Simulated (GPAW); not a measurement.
# H/Rh(111): work function by functional and basis, part 2 of 3

How far do functional and basis move the work function of H/Rh(111)?

GPAW 26.7.0; GPAW, PAW setups; slab in vacuum, relaxation (the session's first sound run).

So far, upper work function (eV): step 2 (relaxing the atoms) 5.14; step 3 (plane waves, PBE) 5.14.

### 4. Self-consistent run: xc = "revPBE"

The same geometry under revPBE, to see how far the functional moves the levels against the vacuum.

run.py reads:

```python
import json
import numpy as np
from ase import Atoms
from gpaw import GPAW, PW

slab = Atoms(
    ['Rh', 'Rh', 'Rh', 'Rh', 'H'],
    positions=[
        [0.00000, 0.00000, 9.00000],
        [1.34350, 0.77567, 11.19393],
        [2.68701, 1.55134, 13.39897],
        [-0.00000, -0.00000, 15.66122],
        [1.34350, 0.77567, 16.65386]],
    cell=[[2.68701, 0.0, 0.0], [1.3435, 2.32702, 0.0], [0.0, 0.0, 25.34745]],
    pbc=[True, True, False])

slab.calc = GPAW(mode=PW(500), xc='revPBE', kpts={'size': (13, 13, 1), 'gamma': True},
                 occupations={'name': 'fermi-dirac', 'width': 0.1}, nbands='160%',
                 convergence={'density': 1e-05}, maxiter=200,
                 poissonsolver={'dipolelayer': 'xy'},
                 symmetry={'tolerance': 1e-3}, txt='slab.txt')
result = {}
energy = slab.get_potential_energy()
fermi = slab.calc.get_fermi_level()
v = slab.calc.get_electrostatic_potential().mean((0, 1)) - fermi
n = slab.calc.get_pseudo_density().mean((0, 1))
L = slab.cell[2, 2]
z = np.arange(len(v)) * L / len(v)
low, high = slab.positions[:, 2].min(), slab.positions[:, 2].max()
below, above = np.interp([low - 6.8, high + 6.8], z, v)
slopes = [np.interp(x, z, np.gradient(v, z)) for x in (low - 6.8, high + 6.8)]
eps = np.array([[slab.calc.get_eigenvalues(k, s) for k in range(len(slab.calc.get_ibz_k_points()))]
                for s in range(slab.calc.get_number_of_spins())]) - fermi
top, bottom = eps[eps < 0].max(), eps[eps > 0].min()
dipole = slab.get_dipole_moment()[2]
print(f'energy {energy:.4f} eV, Fermi level {fermi:.4f} eV, dipole {dipole:.5f} e A')
print(f'potential 6.8 A off the faces, from the Fermi level: lower {below:.4f} eV, upper {above:.4f} eV')
print(f'slope of the potential there: lower {slopes[0]:.5f}, upper {slopes[1]:.5f} eV/A')
print(f'nearest levels on the mesh: {top:.4f} and {bottom:.4f} eV')
print('magnetic moment', round(slab.get_magnetic_moment(), 3))
result.update(energy=energy, fermi=fermi, dipole=dipole, below=below, above=above, slopes=slopes, edges=[top, bottom],
              z=z.tolist(), v=v.tolist(), n=n.tolist(), positions=slab.positions.tolist(),
              forces=slab.get_forces(apply_constraint=False).tolist(), moments=slab.get_magnetic_moments().tolist())
json.dump(result, open('result.json', 'w'))
```

Started as:

```bash
$ OMP_NUM_THREADS=1 OPENBLAS_NUM_THREADS=1 python run.py
```

The program printed:

```text
energy -29.4157 eV, Fermi level 0.9649 eV, dipole -0.00152 e A
potential 6.8 A off the faces, from the Fermi level: lower 4.9968 eV, upper 5.0325 eV
slope of the potential there: lower 0.00008, upper -0.00004 eV/A
nearest levels on the mesh: -0.0254 and 0.0042 eV
magnetic moment 0.0
```

The job ended after 2.5 min (1 thread of Arm Neoverse V2, shared host; peak memory 0.25 GiB).

Numbers from this step:

- dipole along the normal: -0.001518 e·Å
- levels nearest the Fermi level on the mesh: -0.02544, 0.004189 eV from the Fermi level
- upper work function: 5.032 eV
- lower work function: 4.997 eV

The electrostatic potential energy of an electron (without an applied field's), less the Fermi level, planar mean by z:

```
z (Å)  electrostatic potential energy of an electron (without an applied field's), less the Fermi level, planar mean (eV)
  0.0                                                                                                                5.01
  0.5                                                                                                                5.00
  1.0                                                                                                                5.00
  1.5                                                                                                                5.00
  2.0                                                                                                                5.00
  2.5                                                                                                                5.00
  3.0                                                                                                                5.00
  3.5                                                                                                                5.00
  4.0                                                                                                                5.00
  4.5                                                                                                                5.00
  5.0                                                                                                                5.00
  5.5                                                                                                                4.99
  6.0                                                                                                                4.97
  6.5                                                                                                                4.91
  7.0                                                                                                                4.69
  7.5                                                                                                                3.85
  8.0                                                                                                               0.570
  8.5                                                                                                               -11.5
  9.0                                                                                                               -25.8
  9.5                                                                                                               -11.7
 10.0                                                                                                              -0.977
 10.5                                                                                                               -5.89
 11.0                                                                                                               -23.2
 11.5                                                                                                               -19.5
 12.0                                                                                                               -3.45
 12.5                                                                                                               -2.01
 13.0                                                                                                               -15.8
 13.5                                                                                                               -25.2
 14.0                                                                                                               -8.44
 14.5                                                                                                              -0.262
 15.0                                                                                                               -6.44
 15.5                                                                                                               -24.1
 16.0                                                                                                               -18.5
 16.5                                                                                                               -4.76
 17.0                                                                                                                1.65
 17.5                                                                                                                4.30
 18.0                                                                                                                4.87
 18.5                                                                                                                5.00
 19.0                                                                                                                5.02
 19.5                                                                                                                5.03
 20.0                                                                                                                5.03
 20.5                                                                                                                5.03
 21.0                                                                                                                5.03
 21.5                                                                                                                5.03
 22.0                                                                                                                5.03
 22.5                                                                                                                5.03
 23.0                                                                                                                5.03
 23.5                                                                                                                5.03
 24.0                                                                                                                5.03
 24.5                                                                                                                5.03
 25.0                                                                                                                5.03
```

The pseudo valence density, planar mean oscillates, so the rows of the table below give means over windows of 2.25 Å about each position, cut where the curve ends. Its maxima inside the range that stand out by 2 % of the span (Å: e/Å³): 9.0: 2.59, 11.3: 2.53, 13.3: 2.54, 15.6: 2.51. Its minima: 10.1: 0.324, 12.2: 0.325, 14.5: 0.295.

Table of pseudo valence density, planar mean by z; means over each step:

z (Å), pseudo valence density, planar mean (e/Å³) and a bar:
```
     3.38       0.00 
     5.62       0.00 
     7.88       0.53 ##############
    10.12       1.13 ##############################
    12.38       1.11 ##############################
    14.62       1.05 ############################
    16.88       0.51 #############
    19.12       0.00 
    21.38       0.00
```

Force by atom:

```
atom  x (eV/Å)  y (eV/Å)  z (eV/Å)   size
 Rh1     0.000     0.000    -0.100  0.100
 Rh2     0.000     0.000    -0.055  0.055
 Rh3     0.000     0.000     0.016  0.016
 Rh4     0.000     0.000     0.101  0.101
  H5     0.000     0.000     0.037  0.037
```

The upper face's work function is 5.032 eV, against 5.138 eV in the first plane-wave PBE run at this geometry.

### 5. Self-consistent run: xc = "RPBE"

The same geometry under RPBE, to see how far the functional moves the levels against the vacuum.

Changes to run.py since step 4:

```diff
@@ -16,3 +16,3 @@
 
-slab.calc = GPAW(mode=PW(500), xc='revPBE', kpts={'size': (13, 13, 1), 'gamma': True},
+slab.calc = GPAW(mode=PW(500), xc='RPBE', kpts={'size': (13, 13, 1), 'gamma': True},
                  occupations={'name': 'fermi-dirac', 'width': 0.1}, nbands='160%',
```

The program printed:

```text
energy -28.8988 eV, Fermi level 0.9834 eV, dipole -0.00207 e A
potential 6.8 A off the faces, from the Fermi level: lower 4.9726 eV, upper 5.0241 eV
slope of the potential there: lower 0.00014, upper -0.00005 eV/A
nearest levels on the mesh: -0.0251 and 0.0069 eV
magnetic moment 0.0
```

Wall time 2.7 min (1 thread); peak memory 0.25 GiB.

Numbers from this step:

```yaml
dipole_along_the_normal: -0.002066 e·Å
levels_nearest_the_fermi_level_on_the_mesh: -0.02513, 0.006923 eV from the Fermi level
upper_work_function: 5.024 eV
lower_work_function: 4.973 eV
```

The upper face's work function is 5.024 eV, against 5.138 eV in the first plane-wave PBE run at this geometry.

### 6. Self-consistent run: xc = "vdW-DF2"

The same geometry under vdW-DF2, to see how far the functional moves the levels against the vacuum (the van der Waals functionals take revPBE setups).

Changes to run.py since step 5:

```diff
@@ -16,3 +16,3 @@
 
-slab.calc = GPAW(mode=PW(500), xc='RPBE', kpts={'size': (13, 13, 1), 'gamma': True},
+slab.calc = GPAW(mode=PW(500), xc='vdW-DF2', kpts={'size': (13, 13, 1), 'gamma': True},
                  occupations={'name': 'fermi-dirac', 'width': 0.1}, nbands='160%',
```

The program printed:

```text
energy -383.6299 eV, Fermi level 0.7296 eV, dipole -0.00116 e A
potential 6.8 A off the faces, from the Fermi level: lower 5.4337 eV, upper 5.4593 eV
slope of the potential there: lower -0.00004, upper -0.00014 eV/A
nearest levels on the mesh: -0.0296 and 0.0310 eV
magnetic moment 0.0
```

Elapsed: 5.2 min, on 1 thread; peak memory 0.39 GiB.

Numbers from this step:

```
dipole along the normal                    : -0.001162 e·Å
levels nearest the Fermi level on the mesh : -0.02961, 0.03102 eV from the Fermi level
upper work function                        : 5.459 eV
lower work function                        : 5.434 eV
```

The upper face's work function is 5.459 eV, against 5.138 eV in the first plane-wave PBE run at this geometry.

### 7. Self-consistent run: xc = "LDA"

The same geometry under LDA, to see how far the functional moves the levels against the vacuum.

Changes to run.py since step 6:

```diff
@@ -16,3 +16,3 @@
 
-slab.calc = GPAW(mode=PW(500), xc='vdW-DF2', kpts={'size': (13, 13, 1), 'gamma': True},
+slab.calc = GPAW(mode=PW(500), xc='LDA', kpts={'size': (13, 13, 1), 'gamma': True},
                  occupations={'name': 'fermi-dirac', 'width': 0.1}, nbands='160%',
```

The program printed:

```text
energy -37.1252 eV, Fermi level 0.5568 eV, dipole 0.00393 e A
potential 6.8 A off the faces, from the Fermi level: lower 5.5323 eV, upper 5.4103 eV
slope of the potential there: lower 0.00005, upper -0.00003 eV/A
nearest levels on the mesh: -0.0182 and 0.0401 eV
magnetic moment 0.0
```

Run time: 2.7 min. Hardware: 1 thread; peak memory 0.25 GiB.

Numbers from this step:

| Item | Value |
| --- | --- |
| dipole along the normal | 0.003932 e·Å |
| levels nearest the Fermi level on the mesh | -0.01823, 0.04013 eV from the Fermi level |
| upper work function | 5.410 eV |
| lower work function | 5.532 eV |

The upper face's work function is 5.410 eV, against 5.138 eV in the first plane-wave PBE run at this geometry.

### 8. OptPBE vdW: xc = "optPBE-vdW"

The same geometry under optPBE-vdW, to see how far the functional moves the levels against the vacuum (the van der Waals functionals take revPBE setups).

Changes to run.py since step 7:

```diff
@@ -16,3 +16,3 @@
 
-slab.calc = GPAW(mode=PW(500), xc='LDA', kpts={'size': (13, 13, 1), 'gamma': True},
+slab.calc = GPAW(mode=PW(500), xc='optPBE-vdW', kpts={'size': (13, 13, 1), 'gamma': True},
                  occupations={'name': 'fermi-dirac', 'width': 0.1}, nbands='160%',
```

The program printed:

```text
energy -88.3535 eV, Fermi level 0.7400 eV, dipole -0.00144 e A
potential 6.8 A off the faces, from the Fermi level: lower 5.3071 eV, upper 5.3404 eV
slope of the potential there: lower 0.00005, upper -0.00003 eV/A
nearest levels on the mesh: -0.0251 and 0.0393 eV
magnetic moment 0.0
```

The job ended after 3 min (1 thread; peak memory 0.39 GiB).

This step gave:

```
dipole along the normal                    : -0.001437 e·Å
levels nearest the Fermi level on the mesh : -0.02514, 0.03932 eV from the Fermi level
upper work function                        : 5.340 eV
lower work function                        : 5.307 eV
```

The electrostatic potential energy of an electron (without an applied field's), less the Fermi level, planar mean oscillates, so the rows of the table below give means over windows of 1 Å about each position, cut where the curve ends. Its maxima inside the range that stand out by 2 % of the span (Å: eV): 10.0: -0.764, 12.3: -0.818, 14.6: -0.199. Its minima: 9.0: -25.7, 11.2: -26.0, 13.4: -25.9, 15.7: -26.1.

Electrostatic potential energy of an electron (without an applied field's), less the Fermi level, planar mean against z; means over each step:

z (Å), electrostatic potential energy of an electron (without an applied field's), less the Fermi level, planar mean (eV) and a bar from the least value:
```
        0        5.3 ##############################
        1        5.3 ##############################
        2        5.3 ##############################
        3        5.3 ##############################
        4        5.3 ##############################
        5        5.3 ##############################
        6        5.3 ##############################
        7        4.8 #############################
        8       -0.8 #######################
        9      -20.0 
       10       -3.6 ###################
       11      -19.1 #
       12       -6.1 #################
       13      -15.2 ######
       14      -10.2 ############
       15       -8.6 #############
       16      -17.0 ####
       17        1.0 #########################
       18        5.1 ##############################
       19        5.3 ##############################
       20        5.3 ##############################
       21        5.3 ##############################
       22        5.3 ##############################
       23        5.3 ##############################
       24        5.3 ##############################
       25        5.3 ##############################
```

The upper face's work function is 5.340 eV, against 5.138 eV in the first plane-wave PBE run at this geometry.

### 9. Real-space grid: mode = "fd"

A real-space grid is a second complete basis, so it checks the plane-wave result.

Changes to run.py since step 8:

```diff
@@ -3,3 +3,3 @@
 from ase import Atoms
-from gpaw import GPAW, PW
+from gpaw import GPAW
 
@@ -16,3 +16,3 @@
 
-slab.calc = GPAW(mode=PW(500), xc='optPBE-vdW', kpts={'size': (13, 13, 1), 'gamma': True},
+slab.calc = GPAW(mode='fd', h=0.18, xc='PBE', kpts={'size': (13, 13, 1), 'gamma': True},
                  occupations={'name': 'fermi-dirac', 'width': 0.1}, nbands='160%',
```

The program printed:

```text
energy -31.6463 eV, Fermi level -5.1432 eV, dipole 0.00012 e A
potential 6.8 A off the faces, from the Fermi level: lower 5.1478 eV, upper 5.1386 eV
slope of the potential there: lower -0.00000, upper 0.00000 eV/A
nearest levels on the mesh: -0.0025 and 0.0404 eV
magnetic moment 0.0
```

Run time: 8.4 min. Hardware: 1 thread; peak memory 0.67 GiB.

This step gave:

```yaml
dipole_along_the_normal: 1.22e-4 e·Å
levels_nearest_the_fermi_level_on_the_mesh: -0.002516, 0.04039 eV from the Fermi level
upper_work_function: 5.139 eV
lower_work_function: 5.148 eV
```

The upper face's work function is 5.139 eV, against 5.138 eV in the first plane-wave PBE run at this geometry.

(Continued in part 3 of 3.)

[Logs are printed without paths, hosts, clocks, repeated set-up lines and the standing remarks that a program may print on its own settings, such as how far it seeks lower states.]

[Hosts, paths, dates, database ids (printed as entryN), source tags and the programs' standing remarks are cut or masked in the printed files.]
